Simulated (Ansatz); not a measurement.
# TiCdSe3 (model cell, started as cubic perovskite with Ti in the octahedra): relaxing the cell for a phonon run

Wanted: the relaxed cell of TiCdSe3 (model cell, started as cubic perovskite with Ti in the octahedra).

Main program and level: Ansatz 0.2.0; DFT PBE, scalar-relativistic, plane waves, PAW.

The structure was built from a prototype and need not be the compound's stable phase.

### Step 1. The structure

Symmetry: Pm-3m, No. 221, cubic system. The conventional cell has a = 5.067 Å, b = 5.067 Å, c = 5.067 Å, α = 90.00°, β = 90.00°, γ = 90.00°. Nearest to Cd lie 12 Se at 3.58 Å. Nearest to Ti lie 6 Se at 2.53 Å. Nearest to Se lie 2 Ti at 2.53 Å. Farther neighbours and most contacts between anions are not listed.

### Step 2. Probe on a coarse mesh

First a cheap look: the gap decides the mesh and the occupations, the pressure tells how far the cell has to move.

Contents of input.yaml:

```yaml
crystal:
  lattice:
    - [5.0666, 0.0, 0.0]
    - [0.0, 5.0666, 0.0]
    - [0.0, 0.0, 5.0666]
  atoms:
    - { symbol: Cd, position: [0.0, 0.0, 0.0] }
    - { symbol: Ti, position: [0.5, 0.5, 0.5] }
    - { symbol: Se, position: [0.5, 0.5, 0.0] }
    - { symbol: Se, position: [0.5, 0.0, 0.5] }
    - { symbol: Se, position: [0.0, 0.5, 0.5] }
kpoints:
  mp_grid: { grid: [4, 4, 4] }
hamiltonian:
  xc: pbe
scf:
  occupations: { method: gaussian, width: 0.1 }
output:
  forces: true
  stress: true
  eigenvalues: true
```

Started as:

```console
ansatz run input.yaml --threads 8 --pin off --max-ram 14336MiB --backend cpu --events-out ev --progress --plain --runs-dir out
```

Numbers of over 12 decimals in the logs are rounded to 6 here.

What it wrote:

```text
Engine: ansatz 0.2.0, aarch64-unknown-linux-gnu
Pseudopotentials: kind: paw
Pseudopotential: Cd, paw, valence charge 20, recommended cutoff 420 eV (normal), Cd.paw.azcp
Pseudopotential: Ti, paw, valence charge 12, recommended cutoff 420 eV (normal), Ti.paw.azcp
Pseudopotential: Se, paw, valence charge 16, recommended cutoff 420 eV (normal), Se.paw.azcp
Functional definition: PBE
  parameter kappa = 0.804
[...]
k-point 0: bands = [... 36 lower, 7.0791, 7.0791, 7.6621, 7.6621, 7.6621, 7.9760, 7.9760, 7.9760, ... 4 higher]
  k-point 1: bands = [... 36 lower, 6.2768, 6.8749, 7.5212, 7.5212, 7.9410, 7.9857, 8.9346, 8.9346, ... 4 higher]
  k-point 2: bands = [... 36 lower, 5.5291, 6.6941, 7.5929, 7.5929, 7.9954, 9.0223, 9.0413, 9.4351, ... 4 higher]
  k-point 9: bands = [... 36 lower, 4.7291, 6.3519, 8.4380, 8.4380, 8.4380, 9.3573, 9.3573, 9.3573, ... 4 higher]
[key lines of the parts left out:]
SCF converged after 8 iterations
Free energy (F): -27163.040396 eV
Fermi energy:    7.801295 eV
P = ⅓ Tr σ = -2.4201 GPa (-24.201 kbar)
```

Wall time 1.2 s (8 threads of Arm Neoverse V2, shared host); peak memory 0.58 GiB; 4.3 s of CPU time.

This step gave:

| Property | Result |
| --- | --- |
| pressure | -2.420 GPa |
| volume per atom | 26.01 Å³ |
| gap on the k-mesh | 0 eV |

The coarse mesh shows no gap and a pressure of -2.4 GPa.

### Step 3. Relaxation

The cell and atoms are relaxed, since residual forces and stress would shift the frequencies.

Changes to input.yaml since step 2:

```diff
@@ -12,3 +12,3 @@
 kpoints:
-  mp_grid: { grid: [4, 4, 4] }
+  mp_grid: { grid: [8, 8, 8] }
 hamiltonian:
@@ -21 +21,10 @@
   eigenvalues: true
+  write_density: true
+  write_potential: true
+  elf: true
+  volumetric_format: npy
+relax:
+  adjacent_minimum: "off"
+  f_tol: 0.005
+  max_steps: 80
+  cell: { stress_tol: 0.05 }
```

What it wrote:

```text
[...]
Crystal: 5 atoms, lattice volume = 130.062 Å³
Basis set: ecut = 420 eV, 2517 PW (Γ), exchange–correlation on 72×72×72 points (8 copies of the dense FFT grid, shifted against one another)
Bands: 48, of which v1, the nominal top of the filled ones, is band 40 counted from 1 (39 counted from 0)
Symmetry: 48 space group operations
[...]
k-points: 35 of 512
[...]
SCF iter   1: F=—  HF=-27163.173630 eV  |F-HF|=—  |Δ(HF+E_count)|=         —  Δρ=2.19e-3  dr2=8.11e-3  ethr=1.77e-3  ⟨swp⟩=6.0  Hψ=5716  notcnv=0
[...]
SCF iter   6: F=-27163.175749 eV  HF=-27163.175749 eV  |F-HF|=1.36e-8  |Δ(HF+E_count)|=   3.23e-7  Δρ=9.60e-6  dr2=8.87e-8  ethr=1.25e-10  ⟨swp⟩=11.1  Hψ=11069  notcnv=0
SCF 1 converged in 6 iterations: F = -27163.175749 eV  dr2 = 8.87e-8
  Residual-converged pass: ⟨swp⟩=1.0  Hψ=1820  notcnv=0  max |occ|·‖R‖ = 7.0e-9 eV (tolerance 1.0e-8 eV)  dr2=8.87e-8  dr2_onsite=9.82e-9  max |Δocc| = 4.6e-11
[...]
relax step   1: F+E_penalty+E_count = -27163.17574863 eV  Δ(F+E_penalty+E_count) = +0.000e0 eV  max|allowed force component| = 4.118e-29 eV/Å  Δτ_max = 0.0000 Å  P = -2.766 GPa  Ω = 130.062 Å³  (6 SCF iters, dr2 threshold 1.00e-7 eV, accepted)
Crystal: 5 atoms, lattice volume = 123.164 Å³
Basis set: ecut = 420 eV, 2469 PW (Γ), exchange–correlation on 72×72×72 points (8 copies of the dense FFT grid, shifted against one another)
[...]
iter 1 solved again at ethr=4.43e-4 eV; its pass at ethr=3.10e-3 eV (dr2=3.55e-1 eV) is discarded
[...]
SCF iter   8: F=-27163.237301 eV  HF=-27163.237301 eV  |F-HF|=1.85e-8  |Δ(HF+E_count)|=   2.83e-8  Δρ=4.07e-6  dr2=1.80e-8  ethr=6.25e-10  ⟨swp⟩=7.2  Hψ=10176  notcnv=0
SCF 2 converged in 8 iterations: F = -27163.237301 eV  dr2 = 1.80e-8
relax step   2: F+E_penalty+E_count = -27163.23730061 eV  Δ(F+E_penalty+E_count) = -6.155e-2 eV  max|allowed force component| = 1.705e-29 eV/Å  Δτ_max = 0.0000 Å  P = +0.093 GPa  Ω = 123.164 Å³  energy of the carried Pulay correction = +8.689e-4 eV  (8 SCF iters, dr2 threshold 5.00e-7 eV, accepted)
Crystal: 5 atoms, lattice volume = 123.376 Å³
[...]
SCF iter   6: F=-27163.237328 eV  HF=-27163.237328 eV  |F-HF|=6.18e-10  |Δ(HF+E_count)|=   1.02e-8  Δρ=1.43e-6  dr2=3.05e-9  ethr=2.68e-11  ⟨swp⟩=6.3  Hψ=8850  notcnv=0
SCF 3 converged in 6 iterations: F = -27163.237328 eV  dr2 = 3.05e-9
relax step   3: F+E_penalty+E_count = -27163.23732838 eV  Δ(F+E_penalty+E_count) = -2.777e-5 eV  max|allowed force component| = 4.451e-29 eV/Å  Δτ_max = 0.0000 Å  P = -0.009 GPa  Ω = 123.376 Å³  energy of the carried Pulay correction = +8.415e-4 eV  (6 SCF iters, dr2 threshold 2.14e-8 eV, accepted)
[...]
SCF iter   7: F=-27163.236398 eV  HF=-27163.236398 eV  |F-HF|=1.46e-11  |Δ(HF+E_count)|=  1.46e-11  Δρ=1.00e-7  dr2=5.67e-12  ethr=1.00e-12  ⟨swp⟩=5.0  Hψ=7184  notcnv=0
SCF 4 converged in 7 iterations: F = -27163.236398 eV  dr2 = 5.67e-12
relax step   4: F+E_penalty+E_count = -27163.23639778 eV  Δ(F+E_penalty+E_count) = +9.306e-4 eV  max|allowed force component| = 8.917e-29 eV/Å  Δτ_max = 0.0000 Å  P = -0.006 GPa  Ω = 123.376 Å³  stress off target by 5.73e-3 GPa  SCF on the basis re-selected at this cell (its energy is not comparable with the rows above)  (7 SCF iters)
basis re-selected at this cell: Δ(F+E_penalty+E_count) = +9.306e-4 eV, ΔP = +0.003 GPa vs the last step (what re-selecting the basis moved, of the pressure what is left beyond the Pulay correction that the steps carried, after the strain that the cell walked since its last selection, with what the two solves' SCF thresholds leave and, on support functions, any second-order correction that the steps lacked; it is no m [...]
SCF converged after 7 iterations
Free energy (F): -27163.236398 eV
[...]
Internal energy: -27163.221112 eV  (E = F + TS)
E sigma→0 (E₀):  -27163.228755 eV
Entropy (-TS):   -0.015286 eV (-3.057 meV/atom)
Fermi energy:    8.654765 eV
[...]
--- Stress (GPa, compression-positive) ---
       -0.005730       0.000000      -0.000000
        0.000000      -0.005730      -0.000000
       -0.000000      -0.000000      -0.005730
  P = ⅓ Tr σ = -0.0057 GPa (-0.057 kbar)
--- Band table (eV; the first three rows and the last of 35) ---
  k-point 0: bands = [... 36 lower, 7.6895, 7.6895, 8.3724, 8.3724, 8.3724, 8.7025, 8.7025, 8.7025, ... 4 higher]
  k-point 1: bands = [... 36 lower, 7.4109, 7.6214, 8.2044, 8.2044, 8.2425, 8.7058, 9.1701, 9.1701, ... 4 higher]
  k-point 2: bands = [... 36 lower, 6.8520, 7.4684, 8.2059, 8.2059, 8.7136, 8.7173, 9.7503, 9.7503, ... 4 higher]
  k-point 34: bands = [... 36 lower, 5.2982, 7.0562, 9.1648, 9.1648, 9.1648, 10.2209, 10.2209, 10.2209, ... 4 higher]
--- Relaxed structure (3 steps of the walk, 3 accepted, 1 SCFs on fresh bases) ---
  F+E_penalty+E_count = -27163.23639778 eV   max|allowed force component| = 8.917e-29 eV/Å   (the final SCF, on the basis selected at the relaxed cell)
  cell:  # Å, volume = 123.3756 Å³
    - [4.978246, 0, 0]
    - [0, 4.978246, 0.0]
    - [0, 0.0, 4.978246]
  atoms:
    - { symbol: Cd, position: [0, 0, 0] }
    - { symbol: Ti, position: [0.500000, 0.500000, 0.500000] }
    - { symbol: Se, position: [0.500000, 0.500000, 0] }
    - { symbol: Se, position: [0.500000, 0, 0.500000] }
    - { symbol: Se, position: [0, 0.500000, 0.500000] }
```

The job ended after 7.2 s (8 threads; peak memory 0.71 GiB; 52 s of CPU time).

Step by step:

| step | energy less that of the first step (eV) | largest force component (eV/Å) | pressure (GPa) | volume (Å³) |
| --- | --- | --- | --- | --- |
| 1 | 0.0000 | 0.0000 | -2.77 | 130.06 |
| 2 | -0.0616 | 0.0000 | 0.09 | 123.16 |
| 3 | -0.0616 | 0.0000 | -0.01 | 123.38 |
| 4* | -0.0606 | 0.0000 | -0.01 | 123.38 |

Relaxation steps marked * repeat the geometry before them on a plane-wave basis chosen anew for their cell, so energy and pressure can jump there.

The run keeps the 48 symmetry operations that it works with, so distortions that break them were not tested.

| conventional cell, symmetrised | before | after | change |
| --- | --- | --- | --- |
| a (Å) | 5.067 | 4.978 | -1.7 % |
| b (Å) | 5.067 | 4.978 | -1.7 % |
| c (Å) | 5.067 | 4.978 | -1.7 % |
| volume (Å³/atom) | 26.01 | 24.68 | -5.1 % |

Final coordinates:

```xyz
5
Lattice="4.9782 0.0000 0.0000 0.0000 4.9782 0.0000 0.0000 0.0000 4.9782" Properties=species:S:1:pos:R:3 pbc="T T T"
Cd    0.0000    0.0000    0.0000
Ti    2.4891    2.4891    2.4891
Se    2.4891    2.4891    0.0000
Se    2.4891    0.0000    2.4891
Se    0.0000    2.4891    2.4891
```

Numbers from this step:

```yaml
pressure: -0.005730 GPa
volume_per_atom: 24.68 Å³
```

ELF in the ac plane at fractional y = 0.500, with atoms of Ti and Se within 0.2 Å of it. It is the smooth field of the valence electrons, not physical close to the nuclei.

Ten even steps from '0' (0.02) to '9' (0.79), each cell a mean:
```
00269954798400
10148999996200
53225899974124
88522344432468
99951144213799
68972576724997
26972741644994
47972654744995
89961367513899
99741122212589
75324677752246
21137999995212
00159976898300
00279842698510
```
Columns run along a (5.0 Å), rows up along c (5.0 Å). Atoms in or near the plane, at fractional coordinates: Ti at (0.50, 0.50), Se at (0.50, 0.00), Se at (0.00, 0.50).

Valence density in the ac plane at fractional y = 0.500, with atoms of Ti and Se within 0.2 Å of it. It is the smooth field of the valence electrons, not physical close to the nuclei.

Ten steps, logarithmic in the rise over the least value, from '0' (0 e/Å³) to '9' (30 e/Å³), each cell a mean:
```
00001478621000
00001245321000
00001122210000
11000111100011
32110133210122
75211366521236
97322577631258
96311467631247
53211245311124
21100112100111
00000112110000
00001233210000
00001367521000
00002599731000
```
Columns run along a (5.0 Å), rows up along c (5.0 Å). Atoms in or near the plane, at fractional coordinates: Ti at (0.50, 0.50), Se at (0.50, 0.00), Se at (0.00, 0.50).

Electrostatic potential energy in the ac plane at fractional y = 0.500, with atoms of Ti and Se within 0.2 Å of it. With pseudopotentials it is smooth inside the atoms' cores, unlike the true potential.

Ten even steps from '0' (-28 eV) to '9' (13 eV), each cell a mean:
```
99997466548999
99998544469999
99999866789999
88999877789998
45788643478864
64577200147745
75476100037646
65476100047646
44687411268854
67898766789987
99999877789999
99998644579999
99997455458999
99996467648999
```
Columns run along a (5.0 Å; values clipped at the 3rd and 97th percentile), rows up along c (5.0 Å). Atoms in or near the plane, at fractional coordinates: Ti at (0.50, 0.50), Se at (0.50, 0.00), Se at (0.00, 0.50).

In this step the volume went from 26.01 to 24.68 Å³/atom.

### Step 4. Tight relaxation

Phonons need a cell at rest on their own settings, so the relaxation is repeated with tight tolerances on forces and stress, using the mesh and the filling of the phonon run that follows.

Contents of input.yaml:

```yaml
crystal:
  lattice:
    - [4.9782463979, 0.0, 0.0]
    - [0.0, 4.9782463979, 0.0]
    - [0.0, 0.0, 4.9782463979]
  atoms:
    - { symbol: Cd, position: [0.0, 0.0, 0.0] }
    - { symbol: Ti, position: [0.5, 0.5, 0.5] }
    - { symbol: Se, position: [0.5, 0.5, 0.0] }
    - { symbol: Se, position: [0.5, 0.0, 0.5] }
    - { symbol: Se, position: [0.0, 0.5, 0.5] }
kpoints:
  mp_grid: { grid: [8, 8, 8] }
hamiltonian:
  xc: pbe
scf:
  occupations: { method: methfessel_paxton, width: 0.2 }
output:
  forces: true
  stress: true
  eigenvalues: true
relax:
  adjacent_minimum: "off"
  f_tol: 0.001
  max_steps: 60
  cell: { stress_tol: 0.01 }
```

What it wrote:

```text
[...]
Crystal: 5 atoms, lattice volume = 123.376 Å³
Basis set: ecut = 420 eV, 2469 PW (Γ), exchange–correlation on 72×72×72 points (8 copies of the dense FFT grid, shifted against one another)
Bands: 48, of which v1, the nominal top of the filled ones, is band 40 counted from 1 (39 counted from 0)
[... 1 set-up line as in the run before ...]
[...]
k-points: 35 of 512
[...]
--- Relaxed structure (2 steps of the walk, 2 accepted, 1 SCFs on fresh bases) ---
[...]
cell:  # Å, volume = 123.3105 Å³
    - [4.977370, 0, 0]
    - [0, 4.977370, 0]
    - [0, 0, 4.977370]
  atoms:
    - { symbol: Cd, position: [0, 0, 0] }
    - { symbol: Ti, position: [0.5, 0.5, 0.5] }
    - { symbol: Se, position: [0.5, 0.5, 0] }
    - { symbol: Se, position: [0.5, 0, 0.5] }
    - { symbol: Se, position: [0, 0.5, 0.5] }
[key lines of the parts left out:]
SCF converged after 9 iterations
Free energy (F): -27163.228188 eV
Fermi energy:    8.660689 eV
P = ⅓ Tr σ = 0.0006 GPa (0.006 kbar)
```

It took 4.9 s on 8 threads; peak memory 0.7 GiB; 35 s of CPU time.

Little changed from the start: no atom moved by 0.005 Å and no cell edge by 0.1 %.

Numbers from this step:

```yaml
pressure: 5.62e-4 GPa
volume_per_atom: 24.66 Å³
```

The forces vanish by symmetry and the pressure is 0.001 GPa, within the tolerances set. The cell now holds 24.66 Å³/atom.

### Step 5. Outcome

```json
{"space group after relaxation (within 0.01 Å)": "Pm-3m", "lattice constant a": "4.977 Å", "lattice constant b": "4.977 Å", "lattice constant c": "4.977 Å", "volume per atom": "24.7 Å³"}
```

In words: The forces vanish by symmetry and the pressure is 0.001 GPa, within the tolerances set. The cell now holds 24.66 Å³/atom. The relaxation keeps the symmetry of its start, so it says nothing on stability against lower symmetry. The starting cell was built on a prototype and not taken from a measurement, so the phase need not exist.

[Logs are printed without paths, hosts, clocks, repeated set-up lines and the standing remarks that a program may print on its own settings, such as how far it seeks lower states.]

[Hosts, paths, dates, database ids (printed as entryN), source tags and the programs' standing remarks are cut or masked in the printed files.]
